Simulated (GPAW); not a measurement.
# Dielectric function and optical constants of BaTiO3

Wanted: where BaTiO3 starts to absorb, how strongly, and its refractive index. The cell comes from an older database entry, whose edges can differ from later determinations, mostly by under a per cent.

Method: DFT, LDA, plane-wave PAW (GPAW data sets), scalar-relativistic, RPA, optical limit, in GPAW 26.7.0.

Report form: the programs' logs are mostly left out.

The database entry behind the starting cell differs from later determinations by our own check (c/a about 0.6 % short), so it need not match the best structure at ambient conditions.

## 1. The starting structure

It takes space group P4mm (No. 99, tetragonal). Conventional cell: a = 4.000 Å, b = 4.000 Å, c = 4.018 Å, α = 90.00°, β = 90.00°, γ = 90.00°. Ba has 12 O at 2.79 to 2.88 Å nearest. Ti has 6 O at 1.89 to 2.13 Å nearest. O has 2 Ti at 2.00 Å and 4 Ba at 2.79 to 2.88 Å nearest. Nearest to O lie 2 Ti at 1.89 to 2.13 Å and 4 Ba at 2.83 Å. Farther neighbours and most contacts between anions are not listed.

## 2. Ground state

The self-consistent density comes first; it also tells whether there is a gap, which decides the occupations and the need for a Drude term.

This step: DFT, LDA, plane-wave PAW (GPAW data sets), scalar-relativistic, ground state (GPAW 26.7.0).

gs.py reads:

```python
from ase import Atoms
from ase.dft.bandgap import bandgap
from gpaw import GPAW, PW, FermiDirac

atoms = Atoms(['Ba', 'Ti', 'O', 'O', 'O'],
              cell=[[3.999800000000, 0.000000000000, 0.000000000000],
                    [0.000000000000, 3.999800000000, 0.000000000000],
                    [0.000000000000, 0.000000000000, 4.018000000000]],
              scaled_positions=[[0.000000000000, 0.000000000000, 0.000000000000],
                                [0.500000000000, 0.500000000000, 0.490000000000],
                                [0.000000000000, 0.500000000000, 0.517000000000],
                                [0.500000000000, 0.000000000000, 0.517000000000],
                                [0.500000000000, 0.500000000000, 0.019000000000]],
              pbc=[True, True, True])
atoms.calc = GPAW(mode=PW(500), xc='LDA', kpts={'size': (6, 6, 6), 'gamma': True},
                  occupations=FermiDirac(0.05), maxiter=150, txt='gs.txt')
print('energy (eV)', atoms.get_potential_energy())
print('Fermi level (eV)', atoms.calc.get_fermi_level())
print('valence electrons', atoms.calc.get_number_of_electrons())
print('gap (eV)', bandgap(atoms.calc, output=None)[0])
print('direct gap (eV)', bandgap(atoms.calc, direct=True, output=None)[0])
atoms.calc.write('gs.gpw')
```

Run with:

```bash
> OMP_NUM_THREADS=1 python gs.py
```

Wall time 33 s (1 thread of Intel Xeon 6975P-C (Granite Rapids), shared host); peak memory 0.19 GiB.

This step gave:

| Item | Value |
| --- | --- |
| energy | -42.41 eV |
| Fermi energy | 8.190 eV |
| gap on the k-mesh | 1.723 eV |
| direct gap on the mesh | 2.002 eV |
| electrons | 40 |

There is a gap, 1.72 eV on this mesh (points off the mesh can give less), so no carriers' term is needed.

## 3. Bands for the response

At the fixed density, many empty bands are solved on the mesh of the response, since the spectrum sums over them.

This step: DFT, LDA, plane-wave PAW (GPAW data sets), scalar-relativistic, bands at fixed density (GPAW 26.7.0).

nscf.py reads:

```python
from ase.dft.bandgap import bandgap
from gpaw import GPAW, FermiDirac

calc = GPAW('gs.gpw').fixed_density(kpts={'size': (8, 8, 8), 'gamma': True}, nbands=49, convergence={'bands': 43},
                                    occupations=FermiDirac(0.001), txt='nscf.txt')
print('gap (eV)', bandgap(calc, output=None)[0])
print('direct gap (eV)', bandgap(calc, direct=True, output=None)[0])
print('top band over the Fermi level (eV)', min(calc.get_eigenvalues(kpt=k)[42] for k in range(len(calc.get_ibz_k_points()))) - calc.get_fermi_level())
calc.write('full.gpw', mode='all')
```

Run with:

```bash
> OMP_NUM_THREADS=1 python nscf.py
```

The job ended after 76 s (1 thread; peak memory 0.3 GiB).

## 4. Dielectric function, RPA

Transitions between filled and empty bands, summed over the zone, give the optical response, so mesh, band count and broadening shape it.

The induced potential is part of this response.

This step: DFT, LDA, plane-wave PAW (GPAW data sets), scalar-relativistic, RPA, optical limit (GPAW 26.7.0).

df.py reads:

```python
from gpaw.response.df import DielectricFunction

df = DielectricFunction('full.gpw', frequencies={'type': 'nonlinear', 'domega0': 0.03, 'omega2': 8},
                        ecut=80,
                        eta=0.1,
                        nbands=43,
                        txt='df.txt')
for direction in ['x', 'z']:
    df.get_dielectric_function(xc='RPA', direction=direction, filename=f'df_{direction}.csv')
```

Run with:

```bash
> OMP_NUM_THREADS=1 python df.py
```

Elapsed: 26 s, on 1 thread; peak memory 0.5 GiB.

This step gave:

| Property | Result |
| --- | --- |
| electronic dielectric constant ε∞, mean over x, y and z (by symmetry where fewer were run) | 5.955 |
| main peak of Im epsilon, first axis | 4.037 eV |

Some rows of df_x.csv (energy; Re and Im without local fields; Re and Im with them):

```text
0.000000, 6.352154, 0.000000, 6.085422, 0.000000
0.429336, 6.397841, 0.021728, 6.128787, 0.020618
0.878195, 6.554435, 0.049934, 6.277281, 0.047312
1.347938, 6.888595, 0.099079, 6.593446, 0.093599
1.840057, 7.650933, 0.287041, 7.311889, 0.270157
2.356191, 8.661152, 1.271314, 8.248965, 1.178542
2.898142, 8.564174, 3.521632, 8.208571, 3.241662
3.467895, 7.095820, 6.124919, 7.027406, 5.709141
4.067647, 4.330106, 8.269799, 4.756131, 8.003612
4.699832, 1.897043, 3.978750, 1.803826, 4.210994
5.367152, 2.581127, 2.762916, 2.342349, 2.903677
6.072622, 3.646456, 3.176329, 3.334493, 3.240670
6.819608, 4.345054, 3.921600, 4.107386, 3.862402
7.611886, 2.300616, 4.126109, 1.856998, 4.086917
8.453705, 2.340363, 4.617957, 1.980073, 4.295277
9.349861, 0.900809, 3.895876, 0.583360, 3.620537
10.305790, 0.726045, 4.216348, 0.753935, 3.740336
11.327680, -0.368240, 2.751842, -0.361077, 2.757699
12.422601, -0.003446, 1.461361, -0.279371, 1.447521
13.598673, 1.078605, 0.914393, 0.715632, 0.848953
14.865263, 1.741684, 1.352863, 0.985722, 1.309162
```

The Im ε has structure finer than the step of the table below, so its rows give means over 0.5 eV, whole bins alone (the curve runs from 0 to 15.0 eV). Peaks (eV: height): E ∥ x 4.02: 8.06, 7.27: 5.08, 9.02: 4.91; E ∥ z 4.02: 6.96, 6.39: 4.06, 7.27: 5.68, 9.02: 5.53, 10.45: 4.31.

Values under the direct gap are tails of Lorentzian lines. Table of Im ε by photon energy; means over each step:

```
photon energy (eV)   E ∥ x   E ∥ z
               0.5  0.0246  0.0176
               1.0  0.0577  0.0394
               1.5   0.126  0.0741
               2.0   0.553   0.181
               2.5    1.85   0.777
               3.0    3.49    1.97
               3.5    5.02    4.06
               4.0    7.13    6.20
               4.5    5.67    5.70
               5.0    3.70    4.17
               5.5    2.79    3.29
               6.0    2.98    3.08
               6.5    3.25    3.59
               7.0    4.34    4.56
               7.5    4.44    5.00
               8.0    3.91    4.22
               8.5    4.38    4.69
               9.0    4.63    5.01
               9.5    3.72    3.88
              10.0    3.76    3.73
              10.5    3.75    3.61
              11.0    2.74    2.70
              11.5    2.54    2.48
              12.0    1.87    1.91
              12.5    1.33    1.35
              13.0   0.954   0.960
              13.5   0.852   0.865
              14.0   0.895   0.896
              14.5    1.07    1.17
```

Re ε against photon energy:

```
photon energy (eV)   E ∥ x    E ∥ z
               0.0    6.09     5.69
               0.5    6.14     5.74
               1.0    6.34     5.87
               1.5    6.75     6.14
               2.0    7.64     6.66
               2.5    8.55     7.53
               3.0    8.00     7.98
               3.5    6.70     7.84
               4.0    5.89     6.41
               4.5    1.66     3.41
               5.0    2.52     3.06
               5.5    2.67     3.29
               6.0    3.52     3.63
               6.5    3.58     3.22
               7.0    3.58     4.38
               7.5    1.97     2.18
               8.0    2.57     2.23
               8.5    1.94     1.73
               9.0    1.22     1.23
               9.5   0.970    0.718
              10.0   0.407   0.0507
              10.5  -0.397   -0.657
              11.0  -0.120  -0.0892
              11.5  -0.375   -0.444
              12.0  -0.588   -0.580
              12.5  -0.287   -0.328
              13.0   0.124    0.130
              13.5   0.587    0.585
              14.0   0.837    0.879
              14.5    1.20     1.19
```

The Im ε, E ∥ x has structure finer than the step of the table below, so its rows give means over 0.5 eV, whole bins alone (the curve runs from 0 to 15.0 eV). Peaks (eV: height): without local fields 4.02: 8.44, 7.27: 5.03, 9.02: 5.23; with local fields 4.02: 8.06, 7.27: 5.08, 9.02: 4.91.

Values under the direct gap are tails of Lorentzian lines. The Im ε, E ∥ x by photon energy; means over each step:

```
photon energy (eV)  without local fields  with local fields
               0.5                0.0259             0.0246
               1.0                0.0609             0.0577
               1.5                 0.134              0.126
               2.0                 0.589              0.553
               2.5                  2.01               1.85
               3.0                  3.78               3.49
               3.5                  5.42               5.02
               4.0                  7.51               7.13
               4.5                  5.43               5.67
               5.0                  3.52               3.70
               5.5                  2.65               2.79
               6.0                  2.92               2.98
               6.5                  3.27               3.25
               7.0                  4.35               4.34
               7.5                  4.43               4.44
               8.0                  4.07               3.91
               8.5                  4.68               4.38
               9.0                  4.92               4.63
               9.5                  4.07               3.72
              10.0                  4.17               3.76
              10.5                  3.97               3.75
              11.0                  2.84               2.74
              11.5                  2.51               2.54
              12.0                  1.83               1.87
              12.5                  1.36               1.33
              13.0                  1.01              0.954
              13.5                 0.918              0.852
              14.0                 0.950              0.895
              14.5                  1.13               1.07
```

The reflectivity at normal incidence has structure finer than the step of the table below, so its rows give means over 0.25 eV, whole bins alone (the curve runs from 0 to 15.0 eV). Peaks (eV: height): E ∥ x 4.024: 32.1, 7.323: 24.2, 9.088: 27.5, 10.519: 31.2, 11.866: 30.1; E ∥ z 3.980: 29.9, 7.267: 26.1, 9.153: 31.0, 9.957: 26.8, 10.519: 32.5, 11.403: 28.7, 11.866: 28.4.

Table of reflectivity at normal incidence by photon energy; means over each step:

```
photon energy (eV)  E ∥ x (%)  E ∥ z (%)
              0.25       17.9       16.8
              0.50       18.1       16.9
              0.75       18.3       17.1
              1.00       18.6       17.3
              1.25       19.1       17.6
              1.50       19.7       18.1
              1.75       20.7       18.7
              2.00       22.0       19.5
              2.25       23.0       20.6
              2.50       24.6       21.9
              2.75       25.3       23.1
              3.00       25.5       23.7
              3.25       26.5       25.4
              3.50       27.1       26.8
              3.75       27.4       27.1
              4.00       31.5       29.4
              4.25       30.9       27.4
              4.50       27.7       26.7
              4.75       21.1       22.7
              5.00       18.8       20.6
              5.25       17.4       18.6
              5.50       14.6       16.8
              5.75       14.2       17.1
              6.00       17.2       16.5
              6.25       16.8       19.0
              6.50       17.3       18.8
              6.75       19.2       19.0
              7.00       21.6       22.5
              7.25       23.5       25.4
              7.50       22.7       24.9
              7.75       19.3       21.8
              8.00       19.2       20.4
              8.25       22.4       23.8
              8.50       22.3       24.0
              8.75       22.8       23.7
              9.00       26.1       28.1
              9.25       25.3       28.1
              9.50       21.8       23.6
              9.75       23.2       25.3
             10.00       24.2       26.2
             10.25       23.3       23.7
             10.50       29.7       30.6
             10.75       28.9       28.7
             11.00       24.3       23.8
             11.25       25.3       25.9
             11.50       25.6       26.3
             11.75       28.0       27.1
             12.00       28.5       28.0
             12.25       25.2       26.0
             12.50       23.0       24.1
             12.75       19.8       20.6
             13.00       14.1       14.6
             13.25       9.61       10.2
             13.50       6.09       6.36
             13.75       5.38       5.70
             14.00       4.39       4.23
             14.25       4.26       4.58
             14.50       4.56       5.15
             14.75       6.53       8.05
```

Values under the direct gap are tails of Lorentzian lines. Table of loss function −Im 1/ε at q → 0 by energy loss; read off at these points:

```
energy loss (eV)    E ∥ x    E ∥ z
            0.00        0        0
            0.50   6.4e-4   5.3e-4
            1.00  0.00141  0.00113
            1.50  0.00262  0.00192
            2.00  0.00991  0.00356
            2.50   0.0253   0.0120
            3.00   0.0471   0.0310
            3.50   0.0734   0.0557
            4.00   0.0812   0.0778
            4.50    0.162    0.126
            5.00    0.184    0.157
            5.27    0.221    0.184
            5.50    0.187    0.152
            6.00    0.142    0.135
            6.50    0.139    0.154
            7.00    0.137    0.114
            7.50    0.187    0.165
            8.00    0.182    0.194
            8.50    0.192    0.187
            9.00    0.193    0.174
            9.50    0.258    0.254
           10.00    0.265    0.267
           10.50    0.240    0.246
           11.00    0.369    0.376
           11.50    0.411    0.423
           12.00    0.498    0.483
           12.50    0.700    0.695
           12.92     1.01     1.05
           13.00     1.03     1.04
           13.08     1.05     1.03
           13.50    0.817    0.812
           14.00    0.597    0.570
           14.50    0.408    0.417
```

From ε follow the optical constants at some laser and lamp lines:

```
wavelength (nm)   n x    k x  R (%) x   1/α x   n z    k z  R (%) z   1/α z
           1550  2.50  0.008     18.3   15 µm  2.41  0.006     17.1   20 µm
           1064  2.54  0.014     18.9  6.0 µm  2.44  0.010     17.5  8.6 µm
            800  2.61  0.025     19.9  2.5 µm  2.49  0.016     18.2  4.1 µm
            633  2.75  0.087     21.9  580 nm  2.57  0.028     19.3  1.8 µm
            365  2.95  0.907     28.2   32 nm  3.04  0.663     27.5   44 nm
            308  2.76  1.461     32.1   17 nm  2.76  1.258     29.8   19 nm
            248  1.88  0.996     19.0   20 nm  2.02  1.007     20.2   20 nm
```

Below the direct gap, k and the depth come from the tails of the Lorentzian lines, not from transitions.

Rows near the edge hang on the gap, which this functional as a rule makes too small, and phonon-assisted absorption is left out.

At 1064 nm the birefringence n(z) − n(x) is -0.101: the crystal is uniaxial negative at this level.

## 5. Results

```
electronic dielectric constant ε∞, mean over x, y and z (by symmetry where fewer were run) (RPA) : 5.95
main peak of Im epsilon, first axis                                                              : 4.04 eV
```

**Reading.** At this level (LDA, RPA) BaTiO3 has a mean ε∞ = 5.95 and n = 2.50 at 1550 nm (E ∥ x), and Im ε peaks at 4.0 eV (E ∥ x). On the mesh the gap is 1.72 eV and the least direct gap 2.00 eV, so on this mesh the band edges lie at different points. Local fields change the static value along x from 6.35 to 6.09 (-4 %). Distinct maxima of Im ε, read by a parabola through the highest points, lie at 3.46 eV (5.7), 4.04 eV (8.1), 7.28 eV (5.1) and 9.02 eV (4.9) for E ∥ x. The static values by axis are 6.09 (x), 5.69 (z). At 1064 nm the birefringence n(z) − n(x) is -0.101: the crystal is uniaxial negative at this level. Excitons and phonon-assisted transitions are missing; LDA gaps are as a rule too small, which pulls the onset down and ε∞ up. Spin-orbit coupling is left out although heavy atoms are present. The sum runs over mesh points, so small or evenly spaced maxima can still be ripples of the mesh. In this version of GPAW the matrix elements of the optical limit are incomplete, which can lower ε − 1 by up to a tenth where first-row anions or d states rule, and shift it by more in d metals.

[Machine, clock and banner lines and Python warnings are left out of the logs.]

[Logs are printed without paths, hosts, clocks, repeated set-up lines and the standing remarks that a program may print on its own settings, such as how far it seeks lower states.]

[Hosts, paths, dates, database ids (printed as entryN), source tags and the programs' standing remarks are cut or masked in the printed files.]
